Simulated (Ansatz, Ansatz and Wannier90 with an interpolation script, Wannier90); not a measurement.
**GaAs (F-43m): what limits a Wannier interpolation of GW**

How do the Wannier model and the GW settings move the interpolated bands of GaAs (F-43m)?

Main program and level: Wannier90 4.0.3; maximally localised Wannier functions from the overlaps of r2SCAN states (plane waves, PAW).

### 1. The starting structure

Symmetry: F-43m, No. 216, cubic system. The conventional cell has a = 5.654 Å, b = 5.654 Å, c = 5.654 Å, α = 90.00°, β = 90.00°, γ = 90.00°. Nearest to Ga lie 4 As at 2.45 Å. Nearest to As lie 4 Ga at 2.45 Å. Farther neighbours are not listed.

Coordinates:

```cif
data_structure
_symmetry_space_group_name_H-M 'P 1'
_symmetry_Int_Tables_number 1
_cell_length_a 3.9978
_cell_length_b 3.9978
_cell_length_c 3.9978
_cell_angle_alpha 60.000
_cell_angle_beta 60.000
_cell_angle_gamma 60.000
_cell_volume 45.18
loop_
_atom_site_label
_atom_site_type_symbol
_atom_site_fract_x
_atom_site_fract_y
_atom_site_fract_z
_atom_site_occupancy
Ga1 Ga 0.00000 0.00000 0.00000 1
As2 As 0.75000 0.75000 0.75000 1
```

The cell and positions come from the Crystallography Open Database and are kept as given unless a step says otherwise.

### 2. Wannier model on 16×16×16, by Wannier90

Localised functions give a small Hamiltonian that interpolates between mesh points at no cost.

The input, w.win:

```
num_iter = 1200
conv_tol = 1.0e-8
conv_window = 5
dis_num_iter = 4000
dis_conv_tol = 1.0e-8
dis_mix_ratio = 0.7
write_hr = true
use_ws_distance = false
num_print_cycles = 50
! ansatz wannier90 interface
! projections by site (counted from 0) and shell: 1 4P, 0 4S, 0 4P
! states of the run's bands (counted from 1): 1-24
num_bands = 24
num_wann  = 7
dis_win_min = 0.8
dis_win_max = 20.27
dis_froz_min = 0.8
dis_froz_max = 11.95
guiding_centres = true

begin unit_cell_cart
Ang
                      0.0                  2.82685                  2.82685
                  2.82685                      0.0                  2.82685
                  2.82685                  2.82685                      0.0
end unit_cell_cart

begin atoms_frac
Ga                       0.0                      0.0                      0.0
As                      0.75                     0.75                     0.75
end atoms_frac

mp_grid = 16 16 16

[... the mesh's points ...]
```

Command:

```
$ OMP_NUM_THREADS=1 mpirun -n 8 wannier90.x w > wannier90.x.log
```

Numbers of over 12 decimals in the logs are rounded to 6 here.

The program printed:

```text
TEM
                                    ------

                              Lattice Vectors (Ang)
                    a_1     0.000000   2.826850   2.826850
                    a_2     2.826850   0.000000   2.826850
                    a_3     2.826850   2.826850   0.000000

                   Unit Cell Volume:      45.17917  (Ang^3)

                        Reciprocal-Space Vectors (Ang^-1)
                    b_1    -1.111340   1.111340   1.111340
                    b_2     1.111340  -1.111340   1.111340
                    b_3     1.111340   1.111340  -1.111340

 *----------------------------------------------------------------------------*
 |   Site       Fractional Coordinate          Cartesian Coordinate (Ang)     |
 +----------------------------------------------------------------------------+
 | ga   1   0.00000   0.00000   0.00000   |    0.00000   0.00000   0.00000    |
 | as   1   0.75000   0.75000   0.75000   |    4.24027   4.24027   4.24027    |
 *----------------------------------------------------------------------------*
                                ------------
                                K-POINT GRID
                                ------------

             Grid size = 16 x 16 x 16      Total points = 4096

 *---------------------------------- MAIN ------------------------------------*
 |  Number of Wannier Functions               :                 7             |
 |  Number of Objective Wannier Functions     :                 7             |
 |  Number of input Bloch states              :                24             |
 |  Output verbosity (1=low, 5=high)          :                 1             |
 |  Timing Level (1=low, 5=high)              :                 1             |
 |  Optimisation (0=memory, 3=speed)          :                 3             |
 |  Length Unit                               :               Ang             |
 |  Post-processing setup (write *.nnkp)      :                 F             |
 |  Using Gamma-only branch of algorithms     :                 F             |
 *----------------------------------------------------------------------------*
 *------------------------------- WANNIERISE ---------------------------------*
 |  Total number of iterations                :              1200             |
 |  Number of CG steps before reset           :                 5             |
 |  Trial step length for line search         :             2.000             |
 |  Convergence tolerence                     :         0.100E-07             |
 |  Convergence window                        :                 5             |
 |  Iterations between writing output         :                50             |
 |  Iterations between backing up to disk     :               100             |
 |  Write r^2_nm to file                      :                 F             |
[...]
+--------------------------------------------------------------------+<-- CONV

 ------------------------------------------------------------------------------
 Initial State
  WF centre and spread    1  (  4.240275,  4.240275,  4.240275 )     3.11487054
  WF centre and spread    2  (  4.240275,  4.240275,  4.240275 )     3.11487054
  WF centre and spread    3  (  4.240275,  4.240275,  4.240275 )     3.11487054
[...]
Sum of centres and spreads ( 12.720825, 12.720825, 12.720825 )    26.50382542

      0     0.265E+02     0.0000000000       26.5038254245       6.45  <-- CONV
        O_D=      0.2816096 O_OD=      5.8097086 O_TOT=     26.5038254 <-- SPRD
 ------------------------------------------------------------------------------
 Cycle:      1
[...]
Sum of centres and spreads ( 12.720825, 12.720825, 12.720825 )    26.20876347

      1    -0.295E+00     0.1752873738       26.2087634739       6.51  <-- CONV
        O_D=      0.2456712 O_OD=      5.5505850 O_TOT=     26.2087635 <-- SPRD
 Delta: O_D= -0.3593841E-01 O_OD= -0.2591235E+00 O_TOT= -0.2950620E+00 <-- DLTA
 ------------------------------------------------------------------------------
 Cycle:     50
[...]
Sum of centres and spreads ( 12.720825, 12.720825, 12.720825 )    25.61241533

     50    -0.723E-05     0.0011218637       25.6124153343       8.84  <-- CONV
        O_D=      0.2512987 O_OD=      4.9486094 O_TOT=     25.6124153 <-- SPRD
 Delta: O_D=  0.3100175E-05 O_OD= -0.1032990E-04 O_TOT= -0.7229721E-05 <-- DLTA
 ------------------------------------------------------------------------------

             <<<     Delta < 1.000E-08  over  5 iterations     >>>
             <<< Wannierisation convergence criteria satisfied >>>

 Final State
[...]
WF centre and spread    6  (  0.000000,  0.000000, -0.000000 )     4.48835001
  WF centre and spread    7  (  0.000000, -0.000000, -0.000000 )     4.48835001
  Sum of centres and spreads ( 12.720825, 12.720825, 12.720825 )    25.61237873

         Spreads (Ang^2)       Omega I      =    20.412507289
        ================       Omega D      =     0.251134118
                               Omega OD     =     4.948737324
    Final Spread (Ang^2)       Omega Total  =    25.612378732
 ------------------------------------------------------------------------------

 Writing checkpoint file w.chk... done

 *---------------------------------------------------------------------------*
 |                               PLOTTING                                    |
 *---------------------------------------------------------------------------*

 *===========================================================================*
 |                             TIMING INFORMATION                            |
 *===========================================================================*
 |    Tag                                                Ncalls      Time (s)|
 |---------------------------------------------------------------------------|
 |kmesh: get                                        :         1         0.851|
 |overlap: read                                     :         1         9.778|
 |dis: main                                         :         1         6.503|
 |wann: main                                        :         1         3.950|
 |plot: main                                        :         1         0.284|
 *---------------------------------------------------------------------------*
 All done: wannier90 exiting
```

Wall time 24 s (8 MPI ranks of Intel Xeon 6975P-C (Granite Rapids), shared host); 3.2 min of CPU time.

Numbers from this step:

| Quantity | Value |
| --- | --- |
| gauge-invariant spread | 20.41 Å² |
| diagonal spread | 0.2511 Å² |
| off-diagonal spread | 4.949 Å² |
| total spread | 25.61 Å² |
| disentanglement steps | 316 |
| r.m.s. interpolation error | 0.001048 eV |
| r.m.s. error near the gap | 0.001418 eV |

Near the gap the model misses directly solved bands by 1.4 meV r.m.s. and by 9 meV at most in the window tested. This tests the starting bands, not the corrections carried with them.

### 3. Wannier model on 16×16×16, by the program's own minimiser

This step: maximally localised Wannier functions, r2SCAN, plane waves, PAW.

The input, input.yaml:

```yaml
crystal:
  lattice:
    - [0.0, 2.82685, 2.82685]
    - [2.82685, 0.0, 2.82685]
    - [2.82685, 2.82685, 0.0]
  atoms:
    - { symbol: Ga, position: [0.0, 0.0, 0.0] }
    - { symbol: As, position: [0.75, 0.75, 0.75] }
kpoints:
  mp_grid: { grid: [8, 8, 8] }
hamiltonian:
  xc: r2scan
scf:
  occupations: { method: fixed }
  n_extra_bands: 30
output:
  wannier:
    kmesh: [16, 16, 16]
    projections:
      - { species: As, l: p, shell: 4 }
      - { species: Ga, l: s, shell: 4 }
      - { species: Ga, l: p, shell: 4 }
    minimise: true
    write_hr: true
    seedname: w
    conv_tol: 1.0e-06
    max_iter: 20000
    stability_check: false
    disentanglement:
      window: [0.8, 20.27]
      frozen_window: [0.8, 11.95]
      conv_tol: 1.0e-08
```

Command:

```
$ ansatz run input.yaml --threads 12 --pin off --max-ram 22118MiB --backend cpu --events-out ev --progress --plain --runs-dir out
```

The program printed:

```text
scf.n_extra_bands = 30 over 14 filled bands (N_el = 28.0): the run solves 44 bands
Engine: ansatz 0.2.0, x86_64-unknown-linux-gnu
Pseudopotentials: kind: paw
Pseudopotential: Ga, paw, valence charge 13, recommended cutoff 500 eV (meta_gga), Ga.paw.azcp
Pseudopotential: As, paw, valence charge 15, recommended cutoff 500 eV (meta_gga), As.paw.azcp
Functional definition: r2SCAN
  parameter k0 = 0.174
  parameter k1 = 0.065
  parameter a1 = 4.9479
  exchange = r2scan_x(k0 = k0, k1 = k1, a1 = a1)
  correlation = r2scan_c
Crystal: 2 atoms, lattice volume = 45.179 Å³
Basis set: ecut = 500 eV, 1139 PW (Γ), exchange–correlation on 120×120×120 points (64 copies of the dense FFT grid, shifted against one another)
Bands: 44, of which v1, the nominal top of the filled ones, is band 14 counted from 1 (13 counted from 0)
Symmetry: 24 space group operations
Space group: F-43m (ITA 216), of the structure as read, at distance tolerance 3.6e-5 Å
k-points: 29 of 512 (time reversal used)
Non-local potential: Ga, projectors of the file, l = 0: 2, l = 1: 2, l = 2: 3, l = 3: 1
Non-local potential: As, projectors of the file, l = 0: 2, l = 1: 2, l = 2: 3, l = 3: 1
PAW form: soft (Blöchl's): semilocal exchange-correlation on the pseudo side does not see the compensation charge
PAW frozen core: Ga, regenerated for the run's functional (the file was generated under x = pbe(κ = 0.804, μ = 0.219515), c = pbe(β = 0.066725))
PAW frozen core: As, regenerated for the run's functional (the file was generated under x = pbe(κ = 0.804, μ = 0.219515), c = pbe(β = 0.066725))
PAW one-centre angular grid: Ga, 590 points (default); XC on 160 Gauss nodes
[...]
NSCF: frozen V_eff on 148 k-points
the Wannier pass solved 148 of the 4096 points of its mesh, and has the states at the others by symmetry: states obtained by the crystal's operations at points that were solved too leave a residual of 4.20e-13 eV (read by the count's bands and the next), within 5.56e-6 eV
SCF converged after 6 iterations
Free energy (F): -8655.753949 eV
Harris-Foulkes:  -8655.753949 eV  (|F-HF|=4.64e-9)
Internal energy: -8655.753949 eV  (E = F + TS)
E sigma→0 (E₀):  -8655.753949 eV
Fermi energy:    7.937955 eV
--- Per-component energies (eV) ---
  E_band       = -331.094724
  E_kinetic    = 218.621447
  E_local      = -3919.234342  (includes V_loc(G=0)·N_el)
  E_nonlocal   = -242.901297
  E_hartree    = 1977.238408
  E_xc         = -136.649105
  E_vxc        = -143.970582  (∫ρ·V_xc dr)
  E_paw        = -3851.990755  (= ΣΔE_a)
  E_vpaw       = -205.593822  (= ΣTr[D̂ρ^β])
  E_aug_tail   = -0.000041  (compensation charges beyond the density's cutoff)
  E_vtau       = 7.515654  (kinetic-family band-sum trace: ∫τ·v_τ [+ j·A + Jᵃ·Aᵃ] dr)
  E_ewald      = -2698.727786
  E_core_change = -2.110478  (= ΣΔE_core)
  E_smearing   = -0.000000  (= −TS)
  E_closure    = 0.000000  (closes the sum)
  Σ components = -8655.753949   (vs F -8655.753949, Δ=0.00e0)
--- Band table (eV; the first three rows and the last of 29) ---
  k-point 0: bands = [... 10 lower, -5.2704, 7.9380, 7.9380, 7.9380, 8.9537, 11.9877, 11.9877, 11.9877, ... 26 higher]
  k-point 1: bands = [... 10 lower, -5.0776, 6.0308, 7.6955, 7.6955, 9.9276, 12.3490, 12.3490, 12.5152, ... 26 higher]
  k-point 2: bands = [... 10 lower, -4.5412, 3.7491, 7.2373, 7.2373, 9.7734, 12.8910, 12.8910, 14.4042, ... 26 higher]
  k-point 28: bands = [... 10 lower, -2.5828, 1.1496, 4.2956, 4.5038, 12.9715, 13.0082, 13.8563, 14.4305, ... 26 higher]
Wannier search: line search 1 of at most 20000: gauge-dependent spread (as the search counts it) 5.7969566 Å², largest recent change 3.0e-1 Å² against conv_tol 1.0e-6 Å², 0 stops escaped
```

Elapsed: 18 s, on 12 threads; peak memory 4.3 GiB.

Numbers from this step:

* gauge-invariant spread: 20.41 Å²
* diagonal spread: 0.2515 Å²
* off-diagonal spread: 4.949 Å²
* total spread: 25.61 Å²
* least projectability: 0.1729
* localisation steps: 67
* disentanglement steps: 301
* r.m.s. interpolation error: 0.001048 eV
* r.m.s. error near the gap: 0.001419 eV

Near the gap the model misses directly solved bands by 1.4 meV r.m.s. and by 9 meV at most in the window tested. This tests the starting bands, not the corrections carried with them.

Frozen up to 4.02 eV; above it the model need not follow the bands. Electronic bands along the path, in eV, zero at the valence-band top; v1 is the highest filled band, c1 the lowest empty one:

```
    point     v3     v2     v1    c1    c2     c3     c4
        Γ   0.00   0.00   0.00  1.02  4.05   4.05   4.05
  halfway  -4.11  -1.75  -1.75  2.28  3.67   7.07   7.07
        X  -6.99  -2.78  -2.78  1.76  1.96  10.88  10.88
  halfway  -6.93  -3.30  -2.66  1.96  2.89  10.06  10.08
        U  -6.79  -3.97  -2.34  2.28  5.11   8.63   8.77
jump to K  -6.79  -3.97  -2.34  2.28  5.11   8.63   8.77
  halfway  -4.62  -2.50  -0.71  3.07  5.19   5.39   6.20
        Γ   0.00   0.00   0.00  1.02  4.05   4.05   4.05
  halfway  -4.19  -0.70  -0.70  1.84  4.98   4.98   6.67
        L  -6.81  -1.18  -1.18  1.37  5.00   5.00   8.57
  halfway  -6.64  -3.30  -2.00  3.40  4.60   6.82   8.32
        W  -6.79  -3.64  -3.43  5.03  5.07   5.92   7.62
  halfway  -6.89  -3.24  -3.14  2.88  3.09   8.73   9.73
        X  -6.99  -2.78  -2.78  1.76  1.96  10.88  10.88
```

The same for Kohn-Sham, solved directly:

```
point     v3     v2     v1    c1    c2     c3     c4
    Γ   0.00   0.00   0.00  1.02  4.05   4.05   4.05
    X  -6.99  -2.78  -2.78  1.76  1.96  10.88  10.88
    U  -6.79  -3.97  -2.34  2.28  5.03   8.56   8.61
    K  -6.79  -3.97  -2.34  2.28  5.03   8.56   8.61
    Γ   0.00   0.00   0.00  1.02  4.05   4.05   4.05
    L  -6.81  -1.18  -1.18  1.37  5.00   5.00   8.30
    W  -6.79  -3.64  -3.43  5.03  5.07   5.92   6.49
    X  -6.99  -2.78  -2.78  1.76  1.96  10.88  10.88
```

The first set of electronic bands as a text plot (rows in eV, shown from -7.0 to 4.1 only):

```
    3.8 |+++ +++        +             ++               +    +
    3.4 |   +   +              +                      +      +
    2.9 |   +    +     +    +++ ++                   +        +
    2.4 |  + +++  ++      ++      ++                +         +
    2.0 |       ++  ++++++          +    ++++      +           ++
    1.5 | +       +++                +  +    ++++++
    1.1 |+                            ++
    0.6 |
    0.1 |*                           ****
   -0.3 | **                     *****  ****
   -0.8 | * *                   *   **      ***
   -1.2 |  * **              ***  **     *     *****
   -1.7 |      *            *    *  *              ***
   -2.2 |   *   *         **              *         * **
   -2.6 |        *********      * **                    *       *
   -3.1 |    **       **       *           *         **  *   ***
   -3.5 |               *    **  *                     * *****
   -4.0 |      *         ****               *           *
   -4.5 |                       *
   -4.9 |       *                            *
   -5.4 |                      *
   -5.8 |        *           **               *
   -6.3 |         **        *                  *
   -6.8 |           ********                    *****************
         Γ           X  U|K            Γ         L        W     X
```

(Continued in part 2 of 2.)

[Paths, hosts, dates, memory and timing lines, banners, echoed tables and standing remarks are left out of the program output.]

[Logs are printed without paths, hosts, clocks, repeated set-up lines and the standing remarks that a program may print on its own settings, such as how far it seeks lower states.]

[Runs of the session that timed out or met a known fault of the program may be left out.]

[Hosts, paths, dates, database ids (printed as entryN), source tags and the programs' standing remarks are cut or masked in the printed files.]
